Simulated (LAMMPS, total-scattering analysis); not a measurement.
# zinc-blende solid solution (Zn0.62,Cd0.38)Se: Uiso of Zn against temperature

Simulated by classical molecular dynamics (LAMMPS) with the Stillinger-Weber II-VI potential (Zhou et al., Phys. Rev. B 88, 085309 (2013)); 512 atoms, zero pressure, classical nuclei. Uiso is the variance of an atom's position about its mean, per direction. The potential was fitted to tetrahedral crystals; it favours four neighbours in the liquid and keeps the solid to temperatures at which the real compounds have long melted or sublimed.

| T (K) | Uiso of Zn (Å²) |
| --- | --- |
| 100 | 0.00179 |
| 300 | 0.00562 |
| 520 | 0.01002 |
| 750 | ? |
| 980 | 0.02004 |

**Task.** Fit U/T against T with a straight line, read an effective Debye temperature from it, and predict the withheld row.

U/T in 10⁻⁵ Å²/K: 1.790 at 100 K, 1.873 at 300 K, 1.927 at 520 K, 2.045 at 980 K. The means are 475 K and 1.909; Σ(x − x̄)(y − ȳ) = 120.41 and Σ(x − x̄)² = 4.283e+05, so the slope is 2.811e-04 per K and the intercept 1.775.

The intercept is the harmonic part: U = 3ħ²T/(M k θ²) with 3ħ²/(k u Å²) = 145.5 K and M = 65.38 u gives θ = √(145.5/(65.38 × 1.775×10⁻⁵)) = 354 K, an effective value for this element. The slope is the anharmonic part, expansion included: by 980 K it adds 16 % to U.

At 750 K, U = 750 × (1.775 + 0.211)×10⁻⁵ = 0.01490 Å²; the run gave 0.01512, a miss of -1.5 %.
